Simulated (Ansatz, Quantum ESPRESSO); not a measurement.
## ZrSnO3 (Pm-3m): Raman and infrared activity

Which lines does ZrSnO3 (Pm-3m) show in Raman and infrared spectra?

Method: DFT LDA, scalar-relativistic, plane waves, PseudoDojo norm-conserving pseudopotentials, in Quantum ESPRESSO 8.0 development, patched.

This is a report of a sequence of runs, with most program output left out.

The structure was built from a prototype and need not be the compound's stable phase.

### 1. The starting structure

Symmetry: Pm-3m, No. 221, cubic system. Conventional cell: a = 4.113 Å, b = 4.113 Å, c = 4.113 Å, α = 90.00°, β = 90.00°, γ = 90.00°. Nearest to Sn lie 12 O at 2.91 Å. Nearest to Zr lie 6 O at 2.06 Å. Nearest to O lie 2 Zr at 2.06 Å. Farther neighbours and most contacts between anions are not listed.

Structure file:

```
CELL_PARAMETERS angstrom
4.11280 0.00000 0.00000
0.00000 4.11280 0.00000
0.00000 0.00000 4.11280
ATOMIC_POSITIONS crystal
Sn 0.00000 0.00000 0.00000
Zr 0.50000 0.50000 0.50000
O 0.50000 0.50000 0.00000
O 0.50000 0.00000 0.50000
O 0.00000 0.50000 0.50000
```

### 2. A first look

A cheap run with smearing and empty bands tells whether the crystal has a gap, which decides between fixed occupations and smearing later on.

probe.in reads:

```
&CONTROL
  calculation = 'scf'
  prefix      = 'x'
  outdir      = './tmp'
  pseudo_dir  = './pseudo'
  tprnfor     = .true.
  tstress     = .true.
  verbosity   = 'high'
/
&SYSTEM
  ibrav       = 1
  celldm(1)   = 7.77206561
  nat         = 5
  ntyp        = 3
  ecutwfc     = 84.0
  occupations = 'smearing'
  smearing    = 'gaussian'
  degauss     = 0.01
/
&ELECTRONS
  conv_thr         = 1.0d-07
  mixing_beta      = 0.7
  electron_maxstep = 100
/
ATOMIC_SPECIES
 Sn    118.7100  Sn.upf
 Zr     91.2240  Zr.upf
 O      15.9990  O.upf
ATOMIC_POSITIONS crystal
 Sn     0.000000000   0.000000000   0.000000000
 Zr     0.500000000   0.500000000   0.500000000
 O      0.500000000   0.500000000   0.000000000
 O      0.500000000   0.000000000   0.500000000
 O      0.000000000   0.500000000   0.500000000
K_POINTS automatic
 4 4 4 0 0 0
```

Launch:

```
$ OMP_NUM_THREADS=1 mpirun -n 4 pw.x -nk 4 -in probe.in > probe.out
```

Wall time 7.6 s (4 MPI ranks of Intel Xeon Platinum 8375C at 2.90GHz (Ice Lake), shared host); 30 s of CPU time.

This step gave:

```
volume per atom   : 13.91 Å³
pressure          : -2.053 GPa
gap on the k-mesh : 1.723 eV
```

A gap of 1.7 eV opens on this mesh, so the crystal is taken as an insulator; the start stands at -2.1 GPa.

### 3. Relaxing the cell and atoms

The relaxation runs at a cutoff a fifth above that of the response, since stress converges more slowly with the basis than frequencies do. Forces and stress are brought to rest with tight thresholds.

relax.in reads:

```
&CONTROL
  calculation   = 'vc-relax'
  prefix        = 'x'
  outdir        = './tmp'
  pseudo_dir    = './pseudo'
  tprnfor       = .true.
  tstress       = .true.
  forc_conv_thr = 2.0d-05
  etot_conv_thr = 1.0d-07
  nstep         = 40
/
&SYSTEM
  ibrav       = 1
  celldm(1)   = 7.77206561
  nat         = 5
  ntyp        = 3
  ecutwfc     = 101
  occupations = 'fixed'
  nbnd        = 24
/
&ELECTRONS
  conv_thr         = 1.0d-11
  mixing_beta      = 0.7
  electron_maxstep = 100
/
&IONS
/
&CELL
  press_conv_thr = 0.2
/
ATOMIC_SPECIES
 Sn    118.7100  Sn.upf
 Zr     91.2240  Zr.upf
 O      15.9990  O.upf
ATOMIC_POSITIONS crystal
 Sn     0.000000000   0.000000000   0.000000000
 Zr     0.500000000   0.500000000   0.500000000
 O      0.500000000   0.500000000   0.000000000
 O      0.500000000   0.000000000   0.500000000
 O      0.000000000   0.500000000   0.500000000
K_POINTS automatic
 6 6 6 0 0 0
```

Launch:

```
$ OMP_NUM_THREADS=1 mpirun -n 4 pw.x -nk 4 -in relax.in > relax.out
```

Wall time 68 s (4 MPI ranks).

The steps of the relaxation:

```
step  energy less that of the first step (eV)  largest force (eV/Å)  pressure (GPa)  volume (Å³)
   1                                   0.0000                0.0000           -2.08        69.57
   2                                  -0.0053                0.0000           -0.21        68.83
   3                                  -0.0054                0.0000            0.00        68.75
   4                                  -0.0054                0.0000            0.00        68.75
   5                                  -0.0053                0.0000            0.00        68.75
```

```
conventional cell, symmetrised  before  after  change
                         a (Å)   4.113  4.097  -0.4 %
                         b (Å)   4.113  4.097  -0.4 %
                         c (Å)   4.113  4.097  -0.4 %
              volume (Å³/atom)   13.91  13.75  -1.2 %
```

The relaxed structure:

```
CELL_PARAMETERS angstrom
4.09663 0.00000 0.00000
0.00000 4.09663 0.00000
0.00000 0.00000 4.09663
ATOMIC_POSITIONS crystal
Sn 0.00000 0.00000 0.00000
Zr 0.50000 0.50000 0.50000
O 0.50000 0.50000 0.00000
O 0.50000 0.00000 0.50000
O 0.00000 0.50000 0.50000
```

The last row of the table of steps is pw.x's closing run on a basis chosen anew for the final cell, so its energy can jump.

This step gave:

```
volume per atom   : 13.75 Å³
pressure          : 0 GPa
gap on the k-mesh : 1.722 eV
```

The volume changes by -1.2 % from the cell with which this run began.

### 4. Ground state

Perturbation theory inherits every error of the wavefunctions, so the threshold is set near the limit of the arithmetic. With a gap, occupations are fixed, which also allows the response to an electric field.

scf.in reads:

```
&CONTROL
  calculation = 'scf'
  prefix      = 'x'
  outdir      = './tmp'
  pseudo_dir  = './pseudo'
  tprnfor     = .true.
  tstress     = .true.
/
&SYSTEM
  ibrav       = 1
  celldm(1)   = 7.74151406
  nat         = 5
  ntyp        = 3
  ecutwfc     = 84.0
  occupations = 'fixed'
  nbnd        = 24
/
&ELECTRONS
  conv_thr         = 1.0d-12
  mixing_beta      = 0.7
  electron_maxstep = 100
/
ATOMIC_SPECIES
 Sn    118.7100  Sn.upf
 Zr     91.2240  Zr.upf
 O      15.9990  O.upf
ATOMIC_POSITIONS crystal
 Sn     0.000000000   0.000000000   0.000000000
 Zr     0.500000000   0.500000000   0.500000000
 O      0.500000000   0.500000000   0.000000000
 O      0.500000000   0.000000000   0.500000000
 O      0.000000000   0.500000000   0.500000000
K_POINTS automatic
 6 6 6 0 0 0
```

Launch:

```
$ OMP_NUM_THREADS=1 mpirun -n 4 pw.x -nk 4 -in scf.in > scf.out
```

Elapsed: 16 s, on 4 MPI ranks; 65 s of CPU time.

Numbers from this step:

| Item | Value |
| --- | --- |
| pressure | -0.03 GPa |

The cell stands at -0.03 GPa, close enough for phonons.

### 5. Linear response at Γ

At q = 0 one unit cell holds all displacements; symmetry groups them into irreducible representations that are solved one by one. The response to a field gives ε∞ and the Born charges, which polar modes need. Third-order response adds the Raman tensors.

ph.in reads:

```
phonons
&INPUTPH
  prefix = 'x'
  outdir = './tmp'
  fildyn = 'g.dyn'
  tr2_ph = 1.0d-18
  epsil  = .true.
  lraman = .true.
  elop   = .true.
/
0.000000000000 0.000000000000 0.000000000000
```

Launch:

```
$ OMP_NUM_THREADS=1 mpirun -n 4 ph.x -nk 4 -in ph.in > ph.out
```

Elapsed: 21 min, on 4 MPI ranks.

Numbers from this step:

| Property | Result |
| --- | --- |
| miss of the charge sum rule | 0.02621 e |
| largest acoustic frequency at the zone centre before the sum rule | 1.43 cm⁻¹ |
| highest optical zone-centre mode (no LO-TO term) | 591.2 cm⁻¹ |
| lowest optical zone-centre mode | -195.1 cm⁻¹ |
| mean high-frequency dielectric constant | 7.873 |
| largest Born charge in size (third of the trace) | 5.893 e |

Born charge (rows field, columns displacement), before the sum rule (e), principal values of the symmetric part by kind of site:

```
atom  atoms with these values    low  middle   high   mean
 Sn1                        1   4.26    4.26   4.26   4.26
 Zr2                        1   5.89    5.89   5.89   5.89
  O3                        3  -4.85   -2.66  -2.66  -3.39
```

In full for Sn1:

```
4.26 0.00 0.00
0.00 4.26 0.00
0.00 0.00 4.26
```

High-frequency dielectric tensor:

```
7.87 0.00 0.00
0.00 7.87 0.00
0.00 0.00 7.87
```

The acoustic modes at Γ come out as far as 1.4 cm⁻¹ from zero, where they should vanish, a small numerical error; the Born charges miss their sum rule by 0.026 e, which is fair. The lowest optical mode is imaginary, 195i cm⁻¹, an instability at this level and on this k mesh.

### 6. Zone-centre analysis

A rigid shift of the crystal must cost nothing, but grids and finite bases break this; the acoustic sum rule is imposed before the matrix is diagonalised again. With Born charges the intensities follow; a static dielectric tensor has no meaning with imaginary modes.

dynmat.in reads:

```
&INPUT
  fildyn = 'g.dyn'
  asr    = 'simple'
  fileig = 'dynmat.eig'
  lperm  = .true.
/
```

Launch:

```
$ dynmat.x -in dynmat.in > dynmat.out
```

Wall time 0.59 s (1 thread).

Unit eigenvectors of the mass-weighted matrix after the sum rule; no LO-TO term. The modes at Γ (shares of kinetic energy by element, %) (negative means imaginary):

```
mode  frequency (cm⁻¹)  Sn %  Zr %  O %
   1            -195.1    28     0   71
   2            -195.1    28     0   71
   3            -195.1    28     0   71
   4             -86.1     0     0  100
   5             -86.1     0     0  100
   6             -86.1     0     0  100
   7               0.0    46    35   19
   8               0.0    46    35   19
   9               0.0    46    35   19
  10             151.4    26    59   15
  11             151.4    26    59   15
  12             151.4    26    59   15
  13             591.2     0     5   94
  14             591.2     0     5   94
  15             591.2     0     5   94
```

Displacements in mode 1 (-195.1 cm⁻¹), the largest set to 1:
```
Sn1  0.01  0.00 -0.34
Zr2  0.00  0.00  0.03
O3  -0.02  0.01  0.33
O4  -0.02  0.00  1.00
O5  -0.01  0.01  1.00
```

Displacements in mode 6 (-86.1 cm⁻¹), the largest set to 1:
```
Sn1  0.00  0.00  0.00
Zr2  0.00  0.00  0.00
O3   1.00 -0.04  0.00
O4  -1.00  0.00  0.00
O5   0.00  0.04  0.00
```

Degenerate modes summed, no LO-TO term; imaginary modes left out. Lines of the infrared spectrum (strongest = 100):

```
position (cm⁻¹)  lines merged  IR intensity, relative
            151             3                      24
            591             3                     100
```

The rule moves no optical mode by more than 0.3 cm⁻¹.

### 7. Sum rules set otherwise (asr crystal)

The rule can be imposed in more than one way; the choices should agree where the raw error is small.

dynmat.in reads:

```
&INPUT
  fildyn = 'g.dyn'
  asr    = 'crystal'
  fileig = 'dynmat.eig'
  lperm  = .true.
/
```

Launch:

```
$ dynmat.x -in dynmat.in > dynmat.out
```

The job ended after 0.59 s (1 thread).

Zone-centre frequencies as printed; negative means imaginary. Modes:

```
mode  frequency (cm⁻¹)
   1            -195.1
   2            -195.1
   3            -195.1
   4            -85.88
   5            -85.88
   6            -85.88
   7                 0
   8                 0
   9                 0
  10             151.4
  11             151.4
  12             151.4
  13             591.2
  14             591.2
  15             591.2
```

Against the first rule no mode moves by more than 0.3 cm⁻¹.

### 8. Sum rules set otherwise: a sum rule for molecules or wires on a crystal

This rule also removes rotations, which suits molecules and not a crystal; it is tried to see the harm.

dynmat.in reads:

```
&INPUT
  fildyn = 'g.dyn'
  asr    = 'zero-dim'
  fileig = 'dynmat.eig'
  lperm  = .true.
/
```

Launch:

```
$ dynmat.x -in dynmat.in > dynmat.out
```

The job ended after 0.57 s (1 thread).

The run ended normally, but on settings that are not sound.

The fault: a sum rule for molecules or wires on a crystal; 3 optical modes are projected out to zero frequency, as if they were rotations.

For a crystal the rule has to be 'simple' or 'crystal'.

Zone-centre frequencies as printed; negative means imaginary. Modes:

```
mode  frequency (cm⁻¹)
   1            -211.6
   2            -211.6
   3            -195.1
   4                 0
   5                 0
   6                 0
   7                 0
   8                 0
   9                 0
  10             121.1
  11             121.1
  12             151.4
  13             545.6
  14             545.6
  15             591.2
```

### 9. The LO-TO splitting (1 0 0)

A longitudinal polar mode sets up a macroscopic field that stiffens it; the term hangs on the direction from which q goes to zero.

dynmat.in reads:

```
&INPUT
  fildyn = 'g.dyn'
  asr    = 'simple'
  fileig = 'dynmat.eig'
  q(1)   = 1.0
  q(2)   = 0.0
  q(3)   = 0.0
/
```

Launch:

```
$ dynmat.x -in dynmat.in > dynmat.out
```

Run time: 0.57 s. Hardware: 1 thread.

Numbers from this step:

```yaml
highest_mode_moved_by_the_lo_to_term: 707.7 cm⁻¹
```

Zone-centre frequencies as printed; negative means imaginary. Modes:

```
mode  frequency (cm⁻¹)
   1            -195.1
   2            -195.1
   3             -86.1
   4             -86.1
   5             -86.1
   6                 0
   7                 0
   8                 0
   9             80.98
  10             151.4
  11             151.4
  12             298.5
  13             591.2
  14             591.2
  15             707.7
```

The field moves 3 modes; the highest of them now lies at 708 cm⁻¹, where the highest that moved away lay at 591.

### 10. A second program

The same cell goes through another code at the same cutoff. The files are of one family, but Ansatz's library holds files of its own making for some heavy elements, so those for Sn may differ. Its k mesh is centred on Γ.

This step: DFT LDA, scalar-relativistic, plane waves, norm-conserving pseudopotentials of its library (PseudoDojo's, some remade) (Ansatz 0.2.0).

input.yaml reads:

```yaml
crystal:
  lattice:
    - [4.096632816, 0.0, 0.0]
    - [0.0, 4.096632816, 0.0]
    - [0.0, 0.0, 4.096632816]
  atoms:
    - { symbol: Sn, position: [0.0, 0.0, 0.0] }
    - { symbol: Zr, position: [0.5, 0.5, 0.5] }
    - { symbol: O, position: [0.5, 0.5, 0.0] }
    - { symbol: O, position: [0.5, 0.0, 0.5] }
    - { symbol: O, position: [0.0, 0.5, 0.5] }
kpoints:
  mp_grid: { grid: [6, 6, 6] }
hamiltonian:
  xc: lda
  pseudopotentials: { kind: nc, accuracy: standard }
scf:
  occupations: { method: fixed }
output:
  eigenvalues: true
basis:
  ecutwfc: 1142.878
phonons:
  method: dfpt
  dielectric: true
  rigid_motions: translations
  raman: true
```

Launch:

```
$ ansatz run input.yaml --threads 4 --pin off --max-ram 16384MiB --backend cpu --events-out ev --progress --plain --runs-dir out
```

It took 2.9 min on 4 threads; peak memory 2.6 GiB; 11 min of CPU time.

This step gave:

- sum-rule residual before enforcement: 2.33e-4 eV/Å²
- miss of the charge sum rule: 1.62e-5 e
- estimated error of the dielectric tensor: 0.02481
- estimated error of the Born charges: 0.02617 e
- mean high-frequency dielectric constant: 7.728
- largest Born charge in size (third of the trace): 5.894 e
- highest mode moved by the LO-TO term: 710.1 cm⁻¹

Transverse modes; imaginary modes left out. Lines of the infrared spectrum (strongest = 100):

```
position (cm⁻¹)  label  IR intensity ((D/Å)²/amu), degenerate modes summed, relative
            152    T1u                                                            24
            591    T1u                                                           100
```

The log warns that the force constants on this k mesh are to be taken as unconverged.

### 11. Side by side: QE PseudoDojo and Ansatz, library NC

Numbers from this step:

```
root-mean-square difference : 0.15 cm⁻¹
largest difference          : 0.29 cm⁻¹
```

The 12 of 12 modes that differ most. Frequencies side by side:

```
q (reciprocal lattice)  mode  QE PseudoDojo (cm⁻¹)  Ansatz, library NC (cm⁻¹)
                 0 0 0     1                -195.1                     -195.1
                 0 0 0     2                -195.1                     -195.1
                 0 0 0     3                -195.1                     -195.1
                 0 0 0     4                 -86.1                     -85.81
                 0 0 0     5                 -86.1                     -85.81
                 0 0 0     6                 -86.1                     -85.81
                 0 0 0    10                 151.4                      151.5
                 0 0 0    11                 151.4                      151.5
                 0 0 0    12                 151.4                      151.5
                 0 0 0    13                 591.2                      591.2
                 0 0 0    14                 591.2                      591.2
                 0 0 0    15                 591.2                      591.2
```

The two runs side by side. Further quantities:

```
                                                                               quantity  QE PseudoDojo  Ansatz, library NC
                                                                                mean ε∞          7.873               7.728
largest Born charge in size (e; the first before, the second after the charge sum rule)          5.893               5.894
                                                       summed IR intensity ((D/Å)²/amu)          199.5               199.4
```

At the zone centre the largest difference (acoustic modes at Γ apart) is 0.05 % of the highest mode.

### 12. Results

* space group after relaxation: Pm-3m
* volume per atom: 13.8 Å³
* gap on the k-mesh: 1.72 eV
* highest optical zone-centre mode (no LO-TO term): 591.2 cm⁻¹
* lowest optical zone-centre mode: -195.1 cm⁻¹
* highest mode moved by the LO-TO term: 707.7 cm⁻¹
* mean high-frequency dielectric constant: 7.87
* largest Born charge in size (third of the trace): 5.89 e
* imaginary optical modes at the zone centre (no q mesh in this session): yes
* largest difference from Ansatz, library NC: 0.29 cm⁻¹

No mode is Raman active in this structure; the strongest infrared line lies at 591 cm⁻¹. At the LDA level the optical modes of ZrSnO3 (Pm-3m) at the zone centre (no LO-TO term) run from 195i to 591 cm⁻¹, so the structure is a saddle point, with 6 modes beyond 10i cm⁻¹ there. Along the directions run, the highest mode that the macroscopic field moves lies at 708 cm⁻¹. Of the 12 optical modes, 9 are infrared active alone and 3 are silent. QE PseudoDojo and Ansatz, library NC agree to 0.29 cm⁻¹ (0.05 % of the highest mode compared) on all solved modes but the acoustic ones at Γ, without the LO-TO term. The highest LO mode, which hangs on the field response, is 708 against 710 cm⁻¹. These are harmonic frequencies at zero temperature: anharmonic shifts and linewidths and thermal expansion are left out. The published file for Sn has no f projectors, which tends to make oxide cells too large. Ansatz's log warns that force constants on this k mesh are to be taken as unconverged, an error that the frequencies of both programs share. The build is a development version in which the Raman tensors of release 7.5 are mended; dynmat.x leaves out the electro-optic term of LO lines. The structure is a hypothetical one, built on a prototype.

[Host names and launcher messages were left out of these logs when they were recorded.]

[Logs are printed without paths, hosts, clocks, repeated set-up lines and the standing remarks that a program may print on its own settings, such as how far it seeks lower states.]

[Hosts, paths, dates, database ids (printed as entryN), source tags and the programs' standing remarks are cut or masked in the printed files.]
